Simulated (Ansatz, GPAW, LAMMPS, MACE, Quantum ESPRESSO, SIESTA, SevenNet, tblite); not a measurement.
# Rapidly quenched Si24Mg76 (at. %) (110 atoms): one structure in several programs

How near do other programs and methods come to a plane-wave reference for rapidly quenched Si24Mg76 (at. %) (110 atoms)? A plane-wave run serves as the reference.

Main program and level: Quantum ESPRESSO 7.5; Kohn-Sham DFT, PBE, SSSP efficiency 1.3.0 pseudopotentials, plane waves.

## (1) The starting structure

The cell holds 110 atoms: 26 Si and 84 Mg. Cell: a = 13.533 Å, b = 13.533 Å, c = 13.533 Å, α = 90.0°, β = 90.0°, γ = 90.0°. 110 atoms (26 Si, 84 Mg) placed at random at 1.75 g/cm³, melted at 2000 K for 10 ps at fixed volume with the MEAM Al-Si-Mg-Cu-Fe potential (Jelinek et al., Phys. Rev. B 85, 245102 (2012)). Quenched from 2000 K to 300 K at 5 K/ps and zero pressure, held 5 ps.

## (2) The reference run

pw.in

```
&control
  calculation = 'scf'
  pseudo_dir = './pseudo'
  outdir = './tmp'
  disk_io = 'none'
  tprnfor = .true.
  tstress = .true.
/
&system
  ibrav = 0
  nat = 110
  ntyp = 2
  ecutwfc = 45
  ecutrho = 360
  nosym = .true.
  occupations = 'smearing'
  smearing = 'fd'
  degauss = 0.003675
/
&electrons
  conv_thr = 5.5e-07
  electron_maxstep = 100
  mixing_beta = 0.2
  mixing_mode = 'local-TF'
  diagonalization = 'david'
/
ATOMIC_SPECIES
Si 28.085 Si.upf
Mg 24.305 Mg.upf
CELL_PARAMETERS angstrom
13.53281 0.00000 0.00000
0.00000 13.53281 0.00000
0.00000 0.00000 13.53281
ATOMIC_POSITIONS crystal
Si 0.18935 0.90724 0.70920
Si 0.46053 0.92982 0.67330
Si 0.95812 0.68458 0.86598
Si 0.48949 0.54019 0.70396
Si 0.69791 0.13526 0.81339
Si 0.73413 0.11174 0.47156
Si 0.95518 0.05650 0.32985
Si 0.95966 0.74382 0.47011
Si 0.16570 0.18668 0.53586
Si 0.33138 0.45528 0.02579
Si 0.13325 0.77365 0.16740
Si 0.89112 0.02520 0.13227
[... 94 atom lines left out ...]
Mg 0.12225 0.71584 0.62335
Mg 0.18359 0.53081 0.86587
Mg 0.23500 0.59271 0.12404
Mg 0.74577 0.03211 0.27999
K_POINTS gamma
```

Run with:

```
> OMP_NUM_THREADS=1 pw.x -in pw.in > output.txt
```

The program printed:

```text
Program PWSCF
     gamma-point specific algorithms are used
     sticks:   dense  smooth     PW     G-vecs:    dense   smooth      PW
     Sum       18749    9377   2353              1929071   682341   85159
     bravais-lattice index     =            0
     lattice parameter (alat)  =      25.5733  a.u.
     unit-cell volume          =   16724.7854 (a.u.)^3
     number of atoms/cell      =          110
     number of atomic types    =            2
     number of electrons       =       272.00
     number of Kohn-Sham states=          163
     kinetic-energy cutoff     =      45.0000  Ry
     charge density cutoff     =     360.0000  Ry
     scf convergence threshold =      5.5E-07
     mixing beta               =       0.2000
[... lines left out ...]
     number of k points=     1  Fermi-Dirac smearing, width (Ry)=  0.0037
[... lines left out ...]
     total energy              =   -3119.81519990 Ry
[... lines left out ...]
     total energy              =   -3118.67270792 Ry
[... lines left out ...]
     total energy              =   -3119.40441963 Ry
[... lines left out ...]
     c_bands:  1 eigenvalues not converged
[... lines left out ...]
     total energy              =   -3119.44354208 Ry
[... lines left out ...]
     total energy              =   -3119.44354213 Ry
[... lines left out ...]
    -5.1405  -4.8847  -4.6654  -4.5404  -4.4611  -4.2722  -4.1972  -4.0760
    -3.9812  -3.9647  -3.8915  -3.8167  -3.7012  -3.6286  -3.5933  -3.5213
    -3.4918  -3.4052  -3.3309  -3.2027  -3.1410  -3.0647  -3.0225  -2.8927
[...]
4.4270   4.5108   4.5327   4.5707   4.6164   4.6650   4.6804   4.7079
     4.7558   4.8018   4.8259   4.8590   4.8766   4.9191   4.9609   5.0375
     5.0954   5.0990   5.1053
     the Fermi energy is     4.1284 ev
!    total energy              =   -3119.44354259 Ry
     estimated scf accuracy    <       0.00000003 Ry
     smearing contrib. (-TS)   =      -0.03244026 Ry
     internal energy E=F+TS    =   -3119.41110233 Ry
     The total energy is F=E-TS. E is the sum of the following terms:
     one-electron contribution =     123.16890442 Ry
     hartree contribution      =      41.32609314 Ry
     xc contribution           =    -291.59863948 Ry
     ewald contribution        =    -363.63499125 Ry
     one-center paw contrib.   =   -2628.67246916 Ry
     convergence has been achieved in  23 iterations
     Forces acting on atoms (cartesian axes, Ry/au):
     atom    1 type  1   force =    -0.02407345    0.00347203    0.00145456
     atom    2 type  1   force =     0.02208440    0.01036660    0.01289135
     atom    3 type  1   force =    -0.01289973    0.00210614    0.00812104
[...]
atom  109 type  2   force =    -0.00101255   -0.00879364    0.02043785
     atom  110 type  2   force =    -0.00790128   -0.01217191    0.00384444
     Total force =     0.234995     Total SCF correction =     0.000171
     Computing stress (Cartesian axis) and pressure
          total   stress  (Ry/bohr**3)                   (kbar)     P=      -13.76
  -0.00008151   0.00000498  -0.00002312          -11.99        0.73       -3.40
   0.00000498  -0.00006608   0.00002327            0.73       -9.72        3.42
  -0.00002312   0.00002327  -0.00013296           -3.40        3.42      -19.56
     Message from routine punch:
     Nothing written, as per user request (disk_io='none')
```

Run time: 16 min. Hardware: 1 thread of Arm Neoverse V2, shared host; peak memory 5.5 GiB.

Banners, paths, timers and routine set-up lines are dropped from the logs unmarked, and long logs keep their key lines alone; longer cuts are marked.

Numbers from this run:

* r.m.s. force component: 0.3326 eV/Å
* longest force: 1.452 eV/Å
* pressure: -1.376 GPa

## (3) Structure statistics

Pair distribution functions g(r), in bins of 0.2 Å:

```csv
r (Å),total,Mg-Mg,Mg-Si,Si-Si
2.50,0.10,0.00,0.28,0.00
2.70,1.02,0.19,2.45,0.42
2.90,2.71,1.63,4.79,0.37
3.10,3.53,3.53,3.96,0.62
3.30,1.44,2.04,0.66,0.26
3.50,0.68,0.98,0.22,0.46
3.70,0.70,0.88,0.36,1.06
3.90,0.61,0.69,0.42,1.16
4.10,0.46,0.45,0.46,0.52
4.30,0.64,0.69,0.54,0.78
4.50,0.70,0.75,0.51,1.45
4.70,0.82,0.81,0.63,2.10
4.90,1.02,1.14,0.71,1.57
5.10,1.09,1.20,0.90,1.23
5.30,1.23,1.17,1.30,1.57
5.50,1.25,1.15,1.36,1.45
5.70,1.26,1.14,1.52,0.81
5.90,1.12,0.99,1.34,1.09
6.10,1.08,1.08,1.18,0.32
6.30,0.98,1.12,0.81,0.58
6.50,0.89,0.81,1.07,0.56
6.70,0.77,0.74,0.85,0.52
```

Bonds by pair of elements; cutoffs follow the first minimum of g(r), held within bounds set by covalent radii, and pairs that aren't listed don't count as bonded (cutoffs were set anew for this text, so counts can differ from the run's own analysis):

```csv
pair A-B,cutoff (Å),bonds,mean length (Å),spread (Å),shortest (Å),B about A,A about B
Mg-Mg,3.58,295,3.17,0.188,2.69,7.02,7.02
Mg-Si,3.35,228,2.95,0.167,2.55,2.71,8.77
Si-Si,2.89,2,2.75,0.098,2.65,0.154,0.154
```

The cutoff for Mg-Mg falls short of the minimum of g(r), so counts run low and odd coordinations can be artefacts.

How many atoms have how many bonded neighbours:

```csv
element,mean,5,7,8,9,10,11,12
Mg,9.74,1,2,10,20,27,19,5
Si,8.92,0,1,7,12,5,1,0
```

## (4) The other programs

The programs:
- GPAW 26.7.0: PAW with atomic orbitals (LCAO), plane waves or a real-space grid of spacing h.
- MACE: machine-learned potential, published weights.
- SIESTA 5.4.2: numerical atomic orbitals, whose automatically made sets are far from complete, with PseudoDojo norm-conserving potentials that we converted to its format (checked against plane waves on the same files for H, C, O, Si, Ge and Ca alone); labels give functional, basis size, energy shift and mesh cutoff.
- SevenNet: machine-learned potential, published weights.

All use the same cell and atoms; the electronic-structure runs use the same k-mesh, and an electronic temperature of 580 K (0.05 eV) where levels are smeared.

Differences are against the plane-wave reference, forces as r.m.s. over components; share is that over the reference's r.m.s. force, slope the least-squares factor from reference forces to these. Total energies of different programs have different zeros and aren't compared.

```csv
run,"Δ force, r.m.s. (meV/Å)",share (%),slope,Δ pressure (GPa),cores,CPU time,memory (GiB)
reference,-,-,-,-,1,16 min,5.5
"GPAW PBE, LCAO dzp, h 0.2 Å",37.6,11.3,1.050,-,2,19 min,3.7
"GPAW PBE, LCAO dzp, h 0.22 Å (coarse)",37.5,11.3,1.050,-,1,14 min,2.1
"GPAW PBE, LCAO szp(dzp), h 0.2 Å (coarse)",56.0,16.8,1.051,-,1,10 min,2.7
"GPAW revPBE, LCAO dzp, h 0.2 Å",53.6,16.1,1.093,-,2,20 min,3.7
MACE MP-0b2 small potential,110,33.1,0.809,0.0762,1,5.9 s,0.66
MACE MP-0b3 medium potential,107,32.3,0.803,-0.0685,1,7 s,1.0
"SIESTA PBE, DZP, shift 0.01 Ry, mesh 100 Ry (coarse)",193,58.0,1.260,1.93,2,1.7 min,0.71
"SIESTA PBE, DZP, shift 0.01 Ry, mesh 500 Ry",130,39.0,1.261,1.34,2,11 min,3.2
"SIESTA PBE, SZP, shift 0.01 Ry, mesh 500 Ry (coarse)",131,39.4,1.245,1.61,2,9 min,3
"SIESTA PBE, TZP, shift 0.01 Ry, mesh 500 Ry",111,33.4,1.233,0.765,4,13 min,3.9
SevenNet l3i5 potential,103,30.8,0.861,-0.252,1,8.2 s,1.2
```

Rows marked coarse were listed beforehand as settings not expected to be converged; some can still land near the reference.

Times of the machine-learned potentials are mostly Python's start and the loading of weights.

CPU time is summed over cores on a shared host, where runs went side by side, so it is rough. Symmetry, cutoffs, thresholds, outputs and thread counts weren't matched or tuned between programs; memory under MPI is the largest rank's times the ranks.

Runs without a result: tblite GFN1-xTB (not converged, the SCF not settling).

Within one program, basis, potentials and functional, energies share a zero. Each run against its twin at the usual cutoff or grid and solver:

```csv
run,twin,Δ energy (meV/atom),"Δ force, r.m.s. (meV/Å)",CPU time over the twin's
"GPAW PBE, LCAO dzp, h 0.22 Å","LCAO dzp, h 0.2 Å",3.49,2.95,0.70 (this twin ran on 2 cores)
"SIESTA PBE, DZP, shift 0.01 Ry, mesh 100 Ry","DZP, shift 0.01 Ry, mesh 500 Ry",-53.7,139,0.16
```

## (5) Outcome

```yaml
reference_r_m_s_force_component: 0.333 eV/Å
nearest_in_forces: a tie at 11 % of 2 runs: GPAW PBE, LCAO dzp, h 0.2 Å; GPAW PBE, LCAO dzp, h 0.22 Å (coarse)
farthest_in_forces: SIESTA PBE, DZP, shift 0.01 Ry, mesh 100 Ry (coarse), 58 %
cheapest_electronic_structure_run_beside_the_reference: SIESTA PBE, DZP, shift 0.01 Ry, mesh 100 Ry, 1.7 min of CPU time
```

**Reading.** The PBE runs in local orbitals, coarse settings apart, differ by 11 % (GPAW PBE, LCAO dzp, h 0.2 Å) to 39 % (SIESTA PBE, DZP, shift 0.01 Ry, mesh 500 Ry); basis, grid and potentials can all enter. Machine-learned potentials differ by 31 % (SevenNet l3i5 potential) to 33 % (MACE MP-0b2 small potential); they were trained on other programs' data. Among those trained on PBE data the slope goes as low as 0.80. Rows with another functional or a dispersion term differ by 16 % (GPAW revPBE, LCAO dzp, h 0.2 Å), which mixes the change of model with differences of basis and potentials. Runs with settings chosen to be coarse differ by 11 % (GPAW PBE, LCAO dzp, h 0.22 Å) to 58 % (SIESTA PBE, DZP, shift 0.01 Ry, mesh 100 Ry), their programs' other errors included. One electronic-structure run takes under half the reference's CPU time: SIESTA PBE, DZP, shift 0.01 Ry, mesh 100 Ry, at 58 % in 1.7 min against 16 min; its pressure misses by +1.9 GPa. SIESTA PBE, DZP, shift 0.01 Ry, mesh 500 Ry stiffens the forces by a factor of 1.26 while following their directions (correlation 0.975); the slopes of the 4 SIESTA runs lie between 1.23 and 1.26. In pressure, SIESTA PBE, DZP, shift 0.01 Ry, mesh 100 Ry misses by +1.9 GPa, at the same functional. In the reference: levels near the Fermi energy are neither full nor empty under the smearing, so no gap is quoted. The potentials hold different valence shells: 272 electrons in the reference, 944 in SIESTA and 944 in GPAW; this bears on time and differences. The reference's pressure holds the uncorrected Pulay stress of its 45 Ry basis, so small pressure differences, and their order, may be the reference's own error. Machine-learned potentials mimic data converged in k, so the reference's own k-point error enters their differences. The quench rate of 5 K/ps is many orders above laboratory rates, so the cell is likely richer in defects and strain than a real sample. The network of bonds at the start is that of the classical potential that made the cell, and needn't be the one that DFT or experiment would give. The electronic-structure runs sample only Γ, in a cell whose shortest periodic width is 14 Å, which is coarse for a cell with partly filled levels.

[Also dropped from logs without a mark: logging warnings of Python, and SIESTA's first energy breakdown and zero terms.]

[Logs are printed without paths, hosts, clocks, repeated set-up lines and the standing remarks that a program may print on its own settings, such as how far it seeks lower states.]

[Hosts, paths, dates, database ids (printed as entryN), source tags and the programs' standing remarks are cut or masked in the printed files.]
